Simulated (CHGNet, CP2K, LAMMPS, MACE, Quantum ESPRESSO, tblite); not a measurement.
# Bulk modulus two ways: glassy 68SiO2-14MgO-11ZnO-7BaO (mol %) (75 atoms), CP2K double zeta, LDA

The cell holds 75 atoms (19 Si, 4 Mg, 3 Zn, 2 Ba and 47 O). Recipe: 75 atoms (19 Si, 4 Mg, 3 Zn, 2 Ba, 47 O) placed at random at 2.53 g/cm³, melted at 4000 K for 10 ps at fixed volume with the Morse and Coulomb pair potential with partial charges (Pedone, Malavasi, Menziani, Cormack and Segre, J. Phys. Chem. B 110, 11780 (2006)). Quenched from 4000 K to 300 K at 25 K/ps and fixed volume, held 5 ps, then minimised at fixed cell. Then the atoms were relaxed with MACE MP-0b3 medium in the fixed cell.

Calculated with CP2K 2026.2: LDA; DZVP-MOLOPT-SR, GTH-PADE potentials, 1200 Ry; k-points Γ. The cell is scaled evenly by ±3 % in volume, and MACE MP-0b3 medium relaxes the atoms at each volume before the single point.

| volume (Å³/atom) | energy less the middle row's (meV/atom) | pressure (GPa) |
| --- | --- | --- |
| 15.734 | -13.643 | -6.150 |
| 16.221 | 0.000 | -7.277 |
| 16.708 | 15.770 | -8.020 |

**Question.** Find the bulk modulus at the middle volume from the pressures and from the energies, and check the printed pressure against the slope of the energy (1 meV/Å³ = 0.16022 GPa).

Worked:

The step is h = 0.4866 Å³. From pressures: B = −V dP/dV = 16.221 × (-6.150 − (-8.020)) / (2 × 0.4866) = 31.2 GPa.

From energies: B = V d²E/dV² = 16.221 × (-13.643 + (15.770)) / 0.4866² = 145.7 meV/Å³ = 23.3 GPa.

Slope: P = −dE/dV = −(15.770 − (-13.643)) / (2 × 0.4866) = -30.2 meV/Å³ = -4.84 GPa, against -7.28 GPa printed.

The modulus from energies lies 25 % under that from pressures.

A central difference over ±3 % overstates P by about B(1 + B′)(0.03)²/6, some 0.02 GPa for B′ = 4, which is small against the gap found. The atoms follow MACE MP-0b3 medium, so this level's forces do work along the path, which enters the energies but not the printed pressures.

Limits: three points, a static cell at zero temperature, the cell shape held; the modulus is that at -7.3 GPa, not at zero pressure.

[Hosts, paths, dates, database ids (printed as entryN), source tags and the programs' standing remarks are cut or masked in the printed files.]
